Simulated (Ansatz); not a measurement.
# YSe (Fm-3m): Grüneisen parameters

Does YSe (Fm-3m) expand much on heating, by its phonons?

Program: Ansatz 0.2.0. Level of theory: DFT PBEsol, scalar-relativistic, plane waves, PAW; PAW set soft_1. Values are calculated unless marked as measured.

Report form: inputs, costs, results and the conclusion, without the logs.

## 1. The system as given

It takes space group Fm-3m (No. 225, cubic). Conventional cell: a = 5.689 Å, b = 5.689 Å, c = 5.689 Å, α = 90.00°, β = 90.00°, γ = 90.00°. Nearest to Y lie 6 Se at 2.84 Å. Nearest to Se lie 6 Y at 2.84 Å. Farther neighbours, and contacts between anions beyond the nearest, are not listed.

## 2. Response at finite wavevector

Stability and thermal properties need the whole zone. Linear response on a 4×4×4 q mesh gives force constants as far as a supercell of that size would.

File input.yaml:

```yaml
crystal:
  lattice:
    - [0.0, 2.8444702354, 2.8444702354]
    - [2.8444702354, 0.0, 2.8444702354]
    - [2.8444702354, 2.8444702354, 0.0]
  atoms:
    - { symbol: "Y", position: [0.5, 0.5, 0.5] }
    - { symbol: Se, position: [0.0, 0.0, 0.0] }
kpoints:
  mp_grid: { grid: [12, 12, 12] }
hamiltonian:
  xc: pbesol
  pseudopotentials: { kind: paw, azcp: { folder: soft_1 }, xc_functional: pbe }
scf:
  occupations: { method: methfessel_paxton, width: 0.2 }
output:
  eigenvalues: true
phonons:
  method: dfpt
  qmesh: [4, 4, 4]
  temperatures: { t_max: 1000, t_step: 50 }
  qpath:
    path:
      - [[0.0, 0.0, 0.0], [0.5, 0.0, 0.5], [0.625, 0.25, 0.625]]
      - [[0.375, 0.375, 0.75], [0.0, 0.0, 0.0], [0.5, 0.5, 0.5], [0.5, 0.25, 0.75], [0.5, 0.0, 0.5]]
    npoints: 10
```

Command:

```sh
$ ansatz run input.yaml --threads 4 --pin off --max-ram 10240MiB --backend cpu --events-out ev --progress --plain --runs-dir out
```

Run time: 5 min. Hardware: 4 threads of Intel Xeon 6975P-C (Granite Rapids), shared host; peak memory 3.6 GiB.

This step gave:

* volume per atom: 23.01 Å³
* gap on the k-mesh: 0 eV
* sum-rule residual before enforcement: 1.99e-5 eV/Å²
* lowest frequency on the path: 0 cm⁻¹
* point group: m-3m
* highest frequency on path, mesh or solved points: 213.2 cm⁻¹
* mean frequency: 141.5 cm⁻¹
* Debye temperature (second moment): 283 K
* logarithmic mean frequency: 128.4 cm⁻¹
* highest optical mode at the zone centre (no LO-TO term): 213.2 cm⁻¹
* lowest optical zone-centre mode: 213.2 cm⁻¹
* lowest mode on the q mesh (acoustic modes at Γ apart): 49.78 cm⁻¹
* zero-point energy per atom: 26.32 meV
* heat capacity at 300 K: 23.87 J/(mol atoms K)
* vibrational entropy at 300 K: 37.58 J/(mol atoms K)
* edges of the widest gap between branches, on path and mesh: 133.9, 169 cm⁻¹

Frequencies (cm⁻¹) solved at each irreducible wavevector; negative means imaginary. Frequencies by wavevector, by row:

```
q in reciprocal lattice units  star  mode 1  mode 2  mode 3  mode 4  mode 5  mode 6
                        0 0 0     1       0       0       0   213.2   213.2   213.2
                     0 0 0.25     8    81.4    81.4    98.2   197.6   200.5   200.5
                     0 0 -0.5     4   106.2   133.9   133.9     169     169     181
                  0 0.25 0.25     6    49.8    49.8   126.5   175.2   211.9   211.9
                  0 0.25 -0.5    24      71    94.2      97   196.1   196.7   197.7
                 0 0.25 -0.25    12    62.3   118.5   126.2   170.3   176.6   207.4
                  0 -0.5 -0.5     3    60.2    64.5    64.5     208   208.4   208.4
              0.25 -0.5 -0.25     6    67.2    67.2   109.2   172.7   206.3   206.3
```

Symmetry leaves 8 wavevectors to solve. The lowest mode among them, the acoustic zeros apart, lies at q = (0, 0.25, 0.25) and is real, 49.8 cm⁻¹.

## 3. Relaxing at another volume, volume ratio 0.97

The volume is scaled by 0.97 and held; symmetry leaves nothing to relax, so this is a single point. The modes can then be followed against volume.

input.yaml, the sections that differ from step 2:

```yaml
crystal:
  lattice:
    - [0.0, 2.8157362482, 2.8157362482]
    - [2.8157362482, 0.0, 2.8157362482]
    - [2.8157362482, 2.8157362482, 0.0]
  atoms:
    - { symbol: "Y", position: [0.5, 0.5, 0.5] }
    - { symbol: Se, position: [0.0, 0.0, 0.0] }
output:
  forces: true
  stress: true
  eigenvalues: true
# kpoints, hamiltonian, scf: as in step 2
# phonons: removed
```

The job ended after 1.3 s (4 threads; peak memory 0.46 GiB).

Read from the output:

```yaml
pressure: 2.838 GPa
volume_per_atom: 22.32 Å³
```

The run ends at a pressure of 2.84 GPa.

## 4. Phonons at the other volume, volume ratio 0.97

The phonons are repeated at this volume on the same meshes, so that differences come from the volume alone.

input.yaml: that of step 3 with these lines changed.

```diff
@@ -16,4 +16,11 @@
 output:
-  forces: true
-  stress: true
   eigenvalues: true
+phonons:
+  method: dfpt
+  qmesh: [4, 4, 4]
+  temperatures: { t_max: 1000, t_step: 50 }
+  qpath:
+    path:
+      - [[0.0, 0.0, 0.0], [0.5, 0.0, 0.5], [0.625, 0.25, 0.625]]
+      - [[0.375, 0.375, 0.75], [0.0, 0.0, 0.0], [0.5, 0.5, 0.5], [0.5, 0.25, 0.75], [0.5, 0.0, 0.5]]
+    npoints: 10
```

Wall time 4.7 min (4 threads); peak memory 3.5 GiB; 17 min of CPU time.

Read from the output:

* sum-rule residual before enforcement: 2.09e-6 eV/Å²
* highest frequency on path, mesh or solved points: 225.8 cm⁻¹
* mean frequency: 149.9 cm⁻¹
* Debye temperature (second moment): 300 K
* logarithmic mean frequency: 135.6 cm⁻¹
* highest optical mode at the zone centre (no LO-TO term): 225.8 cm⁻¹
* lowest optical zone-centre mode: 225.8 cm⁻¹
* lowest mode on the q mesh (acoustic modes at Γ apart): 49.99 cm⁻¹
* zero-point energy per atom: 27.88 meV
* heat capacity at 300 K: 23.75 J/(mol atoms K)
* vibrational entropy at 300 K: 36.28 J/(mol atoms K)
* edges of the widest gap between branches, on path and mesh: 142.8, 177.7 cm⁻¹

Frequencies (cm⁻¹) solved at each irreducible wavevector; negative means imaginary. Frequencies by wavevector, by row:

```
q in reciprocal lattice units  star  mode 1  mode 2  mode 3  mode 4  mode 5  mode 6
                        0 0 0     1       0       0       0   225.8   225.8   225.8
                     0 0 0.25     8    86.6    86.6   103.5   209.4   211.9   211.9
                     0 0 -0.5     4   118.9   142.8   142.8   177.7   177.7   189.8
                  0 0.25 0.25     6      50      50   136.9   184.2   224.9   224.9
                  0 0.25 -0.5    24    76.8    98.8   102.1   208.2   209.1   209.6
                 0 0.25 -0.25    12    62.6   129.5   135.4   179.1   185.4   220.9
                  0 -0.5 -0.5     3    61.3    65.2    65.2   221.8   221.8   222.1
              0.25 -0.5 -0.25     6    67.9    67.9   119.4   181.5   220.1   220.1
```

The highest optical mode at the zone centre (no LO-TO term) is 225.8 cm⁻¹, +12.6 cm⁻¹ against the base run.

## 5. Relaxing at another volume, volume ratio 1.03

The volume is scaled by 1.03 and held; symmetry leaves nothing to relax, so this is a single point. The modes can then be followed against volume.

input.yaml, the sections that differ from step 4:

```yaml
crystal:
  lattice:
    - [0.0, 2.8726351387, 2.8726351387]
    - [2.8726351387, 0.0, 2.8726351387]
    - [2.8726351387, 2.8726351387, 0.0]
  atoms:
    - { symbol: "Y", position: [0.5, 0.5, 0.5] }
    - { symbol: Se, position: [0.0, 0.0, 0.0] }
output:
  forces: true
  stress: true
  eigenvalues: true
# kpoints, hamiltonian, scf: as in step 4
# phonons: removed
```

Wall time 1.2 s (4 threads); peak memory 0.46 GiB.

Numbers from this step:

```
pressure        : -2.414 GPa
volume per atom : 23.71 Å³
```

The run ends at a pressure of -2.41 GPa.

## 6. Phonons at the other volume, volume ratio 1.03

input.yaml: that of step 5 with these lines changed.

```diff
@@ -16,4 +16,11 @@
 output:
-  forces: true
-  stress: true
   eigenvalues: true
+phonons:
+  method: dfpt
+  qmesh: [4, 4, 4]
+  temperatures: { t_max: 1000, t_step: 50 }
+  qpath:
+    path:
+      - [[0.0, 0.0, 0.0], [0.5, 0.0, 0.5], [0.625, 0.25, 0.625]]
+      - [[0.375, 0.375, 0.75], [0.0, 0.0, 0.0], [0.5, 0.5, 0.5], [0.5, 0.25, 0.75], [0.5, 0.0, 0.5]]
+    npoints: 10
```

Wall time 4.9 min (4 threads); peak memory 3.6 GiB; 18 min of CPU time.

Read from the output:

| Item | Value |
| --- | --- |
| sum-rule residual before enforcement | 1.12e-5 eV/Å² |
| highest frequency on path, mesh or solved points | 201.2 cm⁻¹ |
| mean frequency | 133.4 cm⁻¹ |
| Debye temperature (second moment) | 267 K |
| logarithmic mean frequency | 121.4 cm⁻¹ |
| highest optical mode at the zone centre (no LO-TO term) | 201.2 cm⁻¹ |
| lowest optical zone-centre mode | 201.2 cm⁻¹ |
| lowest mode on the q mesh (acoustic modes at Γ apart) | 49.49 cm⁻¹ |
| zero-point energy per atom | 24.81 meV |
| heat capacity at 300 K | 23.99 J/(mol atoms K) |
| vibrational entropy at 300 K | 38.93 J/(mol atoms K) |
| edges of the widest gap between branches, on path and mesh | 125.5, 160.6 cm⁻¹ |

Frequencies (cm⁻¹) solved at each irreducible wavevector; negative means imaginary. Frequencies by wavevector, by row:

```
q in reciprocal lattice units  star  mode 1  mode 2  mode 3  mode 4  mode 5  mode 6
                        0 0 0     1       0       0       0   201.2   201.2   201.2
                     0 0 0.25     8    76.5    76.5    93.2   186.3   189.6   189.6
                     0 0 -0.5     4    93.5   125.5   125.5   160.6   160.6   172.6
                  0 0.25 0.25     6    49.5    49.5   116.6   166.5   199.4   199.4
                  0 0.25 -0.5    24    65.3    89.8      92   184.5   184.9   186.3
                 0 0.25 -0.25    12    61.9   107.9   117.5     162   168.1   194.5
                  0 -0.5 -0.5     3    58.9    63.7    63.7   194.5   195.6   195.6
              0.25 -0.5 -0.25     6    66.4    66.4    99.5   164.2   193.1   193.1
```

The highest optical mode at the zone centre (no LO-TO term) is 201.2 cm⁻¹, -12.0 cm⁻¹ against the base run.

## 7. Grüneisen parameters

The Grüneisen parameter of a mode is minus the logarithmic change of its frequency with volume, −d ln ω / d ln V; weighted by heat capacity it gives the expansion.

This step gave:

```yaml
bulk_modulus: 87.5 GPa
```

Phonon branches along the path, in cm⁻¹:

```
    point  branch 1  branch 2  branch 3  branch 4  branch 5  branch 6
        Γ         0         0         0       213       213       213
  halfway        50        50       126       175       212       212
        X        60        64        64       208       208       208
  halfway        54        74        75       205       205       207
        U        47        93        94       195       196       206
jump to K        47        93        94       195       196       206
  halfway        59       108       116       183       184       210
        Γ         0         0         0       213       213       213
  halfway        81        81        98       198       200       200
        L       106       134       134       169       169       181
  halfway        78        92       125       174       196       196
        W        67        67       109       173       206       206
  halfway        52        76        84       194       206       209
        X        60        64        64       208       208       208
```

The same for volume x 0.97:

```
point  branch 1  branch 2  branch 3  branch 4  branch 5  branch 6
    Γ         0         0         0       226       226       226
    X        61        65        65       222       222       222
    U        47        97        99       207       208       220
    K        47        97        99       207       208       220
    Γ         0         0         0       226       226       226
    L       119       143       143       178       178       190
    W        68        68       119       182       220       220
    X        61        65        65       222       222       222
```

The same for volume x 1.03:

```
point  branch 1  branch 2  branch 3  branch 4  branch 5  branch 6
    Γ         0         0         0       201       201       201
    X        59        64        64       194       196       196
    U        47        88        89       184       184       192
    K        47        88        89       184       184       192
    Γ         0         0         0       201       201       201
    L        94       126       126       161       161       173
    W        66        66       100       164       193       193
    X        59        64        64       194       196       196
```

Mode Grueneisen parameter -dln(w)/dln(V), modes matched by rank; at Γ the acoustic branches take the value of a neighbouring point of the path. The mode Grüneisen parameters at the labelled points ():

```
    point  branch 1  branch 2  branch 3  branch 4  branch 5  branch 6
        Γ     -0.44     -0.44      2.23      1.92      1.92      1.92
  halfway      0.17      0.17      2.67      1.68      2.01      2.01
        X      0.67      0.39      0.39      2.19      2.09      2.12
  halfway      0.55      0.93      1.00      2.09      2.07      2.21
        U      0.14      1.63      1.86      2.03      1.99      2.20
jump to K      0.14      1.63      1.86      2.03      1.99      2.20
  halfway      0.23      2.35      2.41      1.81      1.75      2.03
        Γ     -0.27      2.52      1.68      1.92      1.92      1.92
  halfway      2.07      2.07      1.75      1.95      1.85      1.85
        L      4.00      2.15      2.15      1.69      1.69      1.58
  halfway      2.49      1.69      2.51      1.66      2.05      2.01
        W      0.37      0.37      3.04      1.67      2.18      2.18
  halfway      0.45      0.48      1.98      2.00      2.20      2.12
        X      0.67      0.39      0.39      2.19      2.09      2.12
```

(dS/dlnV)/C_V. Thermodynamic Grueneisen parameter against temperature:

```
temperature (K)  thermodynamic Grueneisen parameter
             50                                1.66
            100                                1.80
            150                                1.83
            200                                1.84
            250                                1.84
            300                                1.84
            350                                1.85
            400                                1.85
            450                                1.85
            500                                1.85
            550                                1.85
            600                                1.85
            650                                1.85
            700                                1.85
            750                                1.85
            800                                1.85
            850                                1.85
            900                                1.85
            950                                1.85
           1000                                1.85
```

Gamma C_V/(B V) at the static volume. Volume expansion against temperature:

```
temperature (K)  volume expansion (1e-6/K)
             50                       12.3
            100                       26.1
            150                       31.8
            200                       34.3
            250                       35.6
            300                       36.3
            350                       36.8
            400                       37.1
            450                       37.3
            500                       37.4
            550                       37.5
            600                       37.6
            650                       37.7
            700                       37.7
            750                       37.8
            800                       37.8
            850                       37.8
            900                       37.9
            950                       37.9
           1000                       37.9
```

## 8. Results

* bulk modulus: 87.5 GPa
* thermodynamic Grüneisen parameter at 300 K: 1.845
* volume expansion at 300 K, estimated: 36.33 × 10⁻⁶ K⁻¹

**Reading.** By this estimate the volume grows by 36.3 × 10⁻⁶ per kelvin at 300 K. The highest optical mode at Γ goes from 226 to 201 cm⁻¹ as the cell grows, a Grüneisen parameter of 1.92. Mode parameters on the path run from -0.44 to 4, with a median of 1.9. Modes with negative values stiffen as the cell grows and pull against the expansion. Branches are matched by rank, so values near crossings are rough. The expansion is the Grüneisen estimate at the static volume, with the static bulk modulus. With no gap, or one that is small against the smearing, the frequencies hang on the k mesh and the smearing, most of all near Kohn anomalies. The phonon runs are without spin polarisation, although the cell has an odd electron count. The PAW files were made for PBE and serve the other functionals too.

[Long decimals in the printed logs are rounded to 6 places.]

[Logs are printed without paths, hosts, clocks, repeated set-up lines and the standing remarks that a program may print on its own settings, such as how far it seeks lower states.]

[Hosts, paths, dates, database ids (printed as entryN), source tags and the programs' standing remarks are cut or masked in the printed files.]

[Where the starting crystal was built by hand or by swapping elements, it need not be the compound's stable phase.]
